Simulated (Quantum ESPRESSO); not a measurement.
# Voltage at the next charge: Cu(111), 5 layers against an electrode

How the rows were computed: Quantum ESPRESSO 7.5, PBE, GBRV ultrasoft; ESM with bc3, a metal electrode 5.00 Å above the top atoms; cell area 5.643 Å²; ions fixed. V is the potential energy of an electron at the electrode over the slab's Fermi level, divided by e, so that it equals the work function at zero charge; positive charge removes electrons.

```
charge (e a cell)  V (V)
                0  4.776
           0.0085  5.716
           0.0169  6.659
```

One more run was made and is withheld. What is V at a charge of 0.0339 e, and what capacitance do the rows imply?

**Worked estimate.** The last two rows give dV/dq = (6.659 − 5.716)/(0.0169 − 0.0085) = 112.3 V/e, so C = 1602/(5.643 × 112.3) = 2.53 µF/cm², an effective gap of 8.854/2.53 = 3.50 Å. At constant C, V = 6.659 + 112.3 × 0.017 = 8.57 V.

**Check.** V = 8.600 V; the estimate misses by −0.03 V, 1.7 % of the step. Over the three intervals C goes 2.57, 2.53 and 2.49 µF/cm²: it falls as electrons leave, the surface charge drawing back towards the atoms.

**Limits.** Vacuum fills the gap; a dielectric or electrolyte would change C. The slab is thin.

[Logs are printed without paths, hosts, clocks, repeated set-up lines and the standing remarks that a program may print on its own settings, such as how far it seeks lower states.]
